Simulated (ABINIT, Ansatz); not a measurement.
**Converging GW for Na2LiIrF6 (Fm-3m) in ABINIT**

Wanted: a converged G0W0 gap of Na2LiIrF6 (Fm-3m), or an estimate of the limit.

Program: ABINIT 10.8.3. Level of theory: LDA and many-body steps on it, plane waves. Results are calculated unless marked as measured.

Report form: the programs' logs are mostly left out.

## Step 1: The starting structure

The structure is cubic, space group Fm-3m (No. 225). The conventional cell has a = 8.010 Å, b = 8.010 Å, c = 8.010 Å, α = 90.00°, β = 90.00°, γ = 90.00°. Na has 12 F at 2.83 Å nearest. Nearest to Li lie 6 F at 1.98 Å. Nearest to Ir lie 6 F at 2.02 Å. Nearest to F lie 1 Li at 1.98 Å and 1 Ir at 2.02 Å and 4 Na at 2.83 Å. Farther neighbours and most contacts between anions are not listed.

The cell and positions are those that the Materials Project relaxed with its own functionals (PBE, PBE+U or r2SCAN), kept fixed. Spin-orbit coupling is left out unless a step names it.

## Step 2: Empty states on the mesh, 2×2×2 mesh, 272 bands

This step: ABINIT 10.8.3; DFT, LDA, plane waves, norm-conserving pseudopotentials.

The sums over transitions need many empty states on a uniform mesh; this step solves for them.

The input, run.abi:

```
acell 3*1.0 Angstrom
rprim 
  0.000000000000 4.004814000000 4.004814000000
  4.004814000000 0.000000000000 4.004814000000
  4.004814000000 4.004814000000 -0.000000000000
ntypat 4
znucl 11 3 77 9
natom 10
typat 1 1 2 3 4 4 4 4 4 4
xred 
  0.750000000000 0.750000000000 0.750000000000
  0.250000000000 0.250000000000 0.250000000000
  0.500000000000 0.500000000000 0.500000000000
  0.000000000000 0.000000000000 0.000000000000
  0.747678000000 0.252322000000 0.252322000000
  0.252322000000 0.252322000000 0.747678000000
  0.252322000000 0.747678000000 0.747678000000
  0.252322000000 0.747678000000 0.252322000000
  0.747678000000 0.252322000000 0.747678000000
  0.747678000000 0.747678000000 0.252322000000
pp_dirpath "pseudos"
pseudos "Na.upf, Li.upf, Ir.upf, F.upf"
ecut 38
ngkpt 2 2 2
nshiftk 1
shiftk 0 0 0
kptopt 1
chksymbreak 0
iscf -2
irdden 1
istwfk *1
nband 272
nbdbuf 24
tolwfr 1e-09
nstep 60
prtvol 0
indata_prefix "in"
outdata_prefix "out"
tmpdata_prefix "tmp"
```

Command:

```bash
OMP_NUM_THREADS=1 mpirun -n 4 abinit run.abi > log
```

Wall time 4.5 min (4 MPI ranks of Arm Neoverse N1, shared host); peak memory 0.49 GiB; 18 min of CPU time.

This step gave:

```yaml
gap: 2.036 eV
k_of_the_valence_top: 0.5, 0.5, 0
k_of_the_conduction_bottom: 0.5, 0.5, 0
least_direct_gap: 2.036 eV
k_points_computed: 3
lowest_point_of_the_top_converged_band_above_the_valence_top: 73.8650 eV
```

On this mesh the gap is 2.036 eV.

The density comes from a self-consistent run that is not shown.

## Step 3: Screening, 2×2×2 mesh, 66 bands, screening to 62.6 eV

The RPA dielectric matrix is built and inverted for each q.

This step: RPA screening on LDA, plane waves, norm-conserving pseudopotentials.

run.abi, as its differences from that of step 2:

```diff
@@ -28,10 +28,11 @@
 chksymbreak 0
-iscf -2
-irdden 1
 istwfk *1
-nband 272
-nbdbuf 24
-tolwfr 1e-09
-nstep 60
-prtvol 0
+occopt 1
+irdwfk 1
+optdriver 3
+nband 66
+ecuteps 2.3
+inclvkb 2
+awtr 1
+symchi 1
 indata_prefix "in"
```

It took 27 s on 4 MPI ranks; peak memory 1.8 GiB.

Numbers from this step:

```yaml
eps_infinity_with_local_fields_on_this_mesh_along_the_program_s_q_direction: 2.133
the_same_without_local_fields: 2.376
plasma_frequency: 29.30 eV
plane_waves_in_the_screening_matrix: 137
```

Local fields lower ε∞ by 10 %. On a Γ-centred mesh this coarse the value itself is usually too large, while a short band sum pulls it down.

## Step 4: 66 bands, 62.6 eV

The self-energy is evaluated for the states that the input lists, and the levels follow from it, in one-shot runs by the linearised quasiparticle equation.

This step: G0W0 on LDA, plane waves, norm-conserving pseudopotentials.

run.abi, as its differences from that of step 3:

```diff
@@ -31,8 +31,17 @@
 irdwfk 1
-optdriver 3
+optdriver 4
 nband 66
+gwcalctyp 0
+ecutsigx 38
+symsigma 1
+nkptgw 2
+kptgw 
+  0.5000000000 0.5000000000 0.0000000000
+  0.0000000000 0.0000000000 0.0000000000
+bdgw 
+  39 42
+  38 43
 ecuteps 2.3
-inclvkb 2
-awtr 1
-symchi 1
+irdscr 1
+ppmodel 1
 indata_prefix "in"
```

Elapsed: 11 s, on 4 MPI ranks; peak memory 1.2 GiB; 43 s of CPU time.

This step gave:

| Property | Result |
| --- | --- |
| G0W0 gap on the points computed | 5.372 eV |
| starting gap on the mesh | 2.036 eV |
| k of the valence top | 0.5, 0.5, 0 |
| k of the conduction bottom | 0, 0, 0 |
| Z at the valence top | 0.811 |
| Z at the conduction bottom | 0.889 |
| least direct G0W0 gap on the computed points | 5.613 eV |

The gap on the mesh goes from 2.04 eV to 5.37 eV, a correction of +3.34 eV.

## Step 5: Screening, 2×2×2 mesh, 125 bands, screening to 114.3 eV

This step: RPA screening on LDA, plane waves, norm-conserving pseudopotentials.

run.abi, as its differences from that of step 4:

```diff
@@ -31,17 +31,8 @@
 irdwfk 1
-optdriver 4
-nband 66
-gwcalctyp 0
-ecutsigx 38
-symsigma 1
-nkptgw 2
-kptgw 
-  0.5000000000 0.5000000000 0.0000000000
-  0.0000000000 0.0000000000 0.0000000000
-bdgw 
-  39 42
-  38 43
-ecuteps 2.3
-irdscr 1
-ppmodel 1
+optdriver 3
+nband 125
+ecuteps 4.2
+inclvkb 2
+awtr 1
+symchi 1
 indata_prefix "in"
```

Run time: 76 s. Hardware: 4 MPI ranks; peak memory 2 GiB.

Numbers from this step:

| Item | Value |
| --- | --- |
| ε∞ with local fields, on this mesh, along the program's q direction | 2.262 |
| the same without local fields | 2.604 |
| plasma frequency | 29.30 eV |
| plane waves in the screening matrix | 339 |

## Step 6: 125 bands, 114.3 eV

This step: G0W0 on LDA, plane waves, norm-conserving pseudopotentials.

run.abi, as its differences from that of step 5:

```diff
@@ -31,8 +31,17 @@
 irdwfk 1
-optdriver 3
+optdriver 4
 nband 125
+gwcalctyp 0
+ecutsigx 38
+symsigma 1
+nkptgw 2
+kptgw 
+  0.5000000000 0.5000000000 0.0000000000
+  0.0000000000 0.0000000000 0.0000000000
+bdgw 
+  39 42
+  38 43
 ecuteps 4.2
-inclvkb 2
-awtr 1
-symchi 1
+irdscr 1
+ppmodel 1
 indata_prefix "in"
```

Wall time 21 s (4 MPI ranks); peak memory 1.2 GiB.

Numbers from this step:

| Quantity | Value |
| --- | --- |
| G0W0 gap on the points computed | 4.860 eV |
| starting gap on the mesh | 2.036 eV |
| k of the valence top | 0.5, 0.5, 0 |
| k of the conduction bottom | 0, 0, 0 |
| Z at the valence top | 0.828 |
| Z at the conduction bottom | 0.889 |
| least direct G0W0 gap on the computed points | 5.173 eV |

Against G0W0 in ABINIT (2×2×2 mesh, 66 bands, screening to 62.6 eV, Godby-Needs plasmon pole), the gap moves by −0.512 eV.

## Step 7: Screening, 2×2×2 mesh, 248 bands, screening to 176.9 eV

This step: RPA screening on LDA, plane waves, norm-conserving pseudopotentials.

run.abi, as its differences from that of step 6:

```diff
@@ -31,17 +31,8 @@
 irdwfk 1
-optdriver 4
-nband 125
-gwcalctyp 0
-ecutsigx 38
-symsigma 1
-nkptgw 2
-kptgw 
-  0.5000000000 0.5000000000 0.0000000000
-  0.0000000000 0.0000000000 0.0000000000
-bdgw 
-  39 42
-  38 43
-ecuteps 4.2
-irdscr 1
-ppmodel 1
+optdriver 3
+nband 248
+ecuteps 6.5
+inclvkb 2
+awtr 1
+symchi 1
 indata_prefix "in"
```

Run time: 4.5 min. Hardware: 4 MPI ranks; peak memory 2.9 GiB; 18 min of CPU time.

This step gave:

```yaml
eps_infinity_with_local_fields_on_this_mesh_along_the_program_s_q_direction: 2.275
the_same_without_local_fields: 2.649
plasma_frequency: 29.30 eV
plane_waves_in_the_screening_matrix: 701
```

## Step 8: 248 bands, 176.9 eV

This step: G0W0 on LDA, plane waves, norm-conserving pseudopotentials.

run.abi, as its differences from that of step 7:

```diff
@@ -31,8 +31,17 @@
 irdwfk 1
-optdriver 3
+optdriver 4
 nband 248
+gwcalctyp 0
+ecutsigx 38
+symsigma 1
+nkptgw 2
+kptgw 
+  0.5000000000 0.5000000000 0.0000000000
+  0.0000000000 0.0000000000 0.0000000000
+bdgw 
+  39 42
+  38 43
 ecuteps 6.5
-inclvkb 2
-awtr 1
-symchi 1
+irdscr 1
+ppmodel 1
 indata_prefix "in"
```

Wall time 99 s (4 MPI ranks); peak memory 2.2 GiB; 6.6 min of CPU time.

Numbers from this step:

```yaml
g0w0_gap_on_the_points_computed: 5.01 eV
starting_gap_on_the_mesh: 2.036 eV
k_of_the_valence_top: 0.5, 0.5, 0
k_of_the_conduction_bottom: 0, 0, 0
least_direct_g0w0_gap_on_the_computed_points: 5.352 eV
```

Against G0W0 in ABINIT (2×2×2 mesh, 125 bands, screening to 114.3 eV, Godby-Needs plasmon pole), the gap moves by +0.150 eV.

## Step 9: Side by side

Times are wall times on 4 MPI ranks of Arm Neoverse N1, shared host, good to a factor of about two. A run's time includes the screening step that it read.

```tsv
run	mesh	bands	screening cutoff (eV)	DFT gap (eV)	gap on the mesh (eV)	direct (eV)	ε∞ used	time
66 bands, 62.6 eV	2×2×2	66	62.6	2.036	5.372	5.613	2.13	38 s
125 bands, 114.3 eV	2×2×2	125	114.3	2.036	4.860	5.173	2.26	97 s
248 bands, 176.9 eV	2×2×2	248	176.9	2.036	5.010	5.352	2.28	6.1 min
```

## Step 10: Results

| Property | Result |
| --- | --- |
| 66 bands, 62.6 eV | 5.372 eV |
| 125 bands, 114.3 eV | 4.860 eV |
| 248 bands, 176.9 eV | 5.010 eV |
| known limits | not at the basis limit; no spin polarisation; d states lean on the start; no spin-orbit coupling; coarse k mesh |

From the first rung to the last the gap moves by −0.36 eV for 9.6 times the time. The gap turns back along the series, so no limit is drawn from it. In the G0W0 runs levels were corrected at 2 k points alone, so a gap called «on the mesh» is the least over those, and an edge elsewhere would be missed. The 2×2×2 mesh is coarse for this cell, which bears on the long-range parts of exchange and screening. The runs have no spin polarisation. For a closed low-spin shell that is the natural state; where a d or f shell is open it is a constraint, and the gap is then not the crystal's own. With d states at the gap, one-shot GW leans hard on its start. The many-body steps are scalar-relativistic: spin-orbit coupling is not in them.

[Paths, hosts, dates, memory and timing lines, banners, echoed tables and standing remarks are left out of the program output.]

[Logs are printed without paths, hosts, clocks, repeated set-up lines and the standing remarks that a program may print on its own settings, such as how far it seeks lower states.]

[Runs of the session that timed out or met a known fault of the program may be left out.]

[Hosts, paths, dates, database ids (printed as entryN), source tags and the programs' standing remarks are cut or masked in the printed files.]

[G0W0 gaps are taken among the corrected bands and points alone; a level outside them can change the order at an edge.]

[Where Ansatz stands beside ABINIT at settings called matched, ABINIT's density can come from a denser mesh and the files from another edition; pairs whose starting gaps differed by over 0.03 eV were left out, so agreement reads better than it is.]
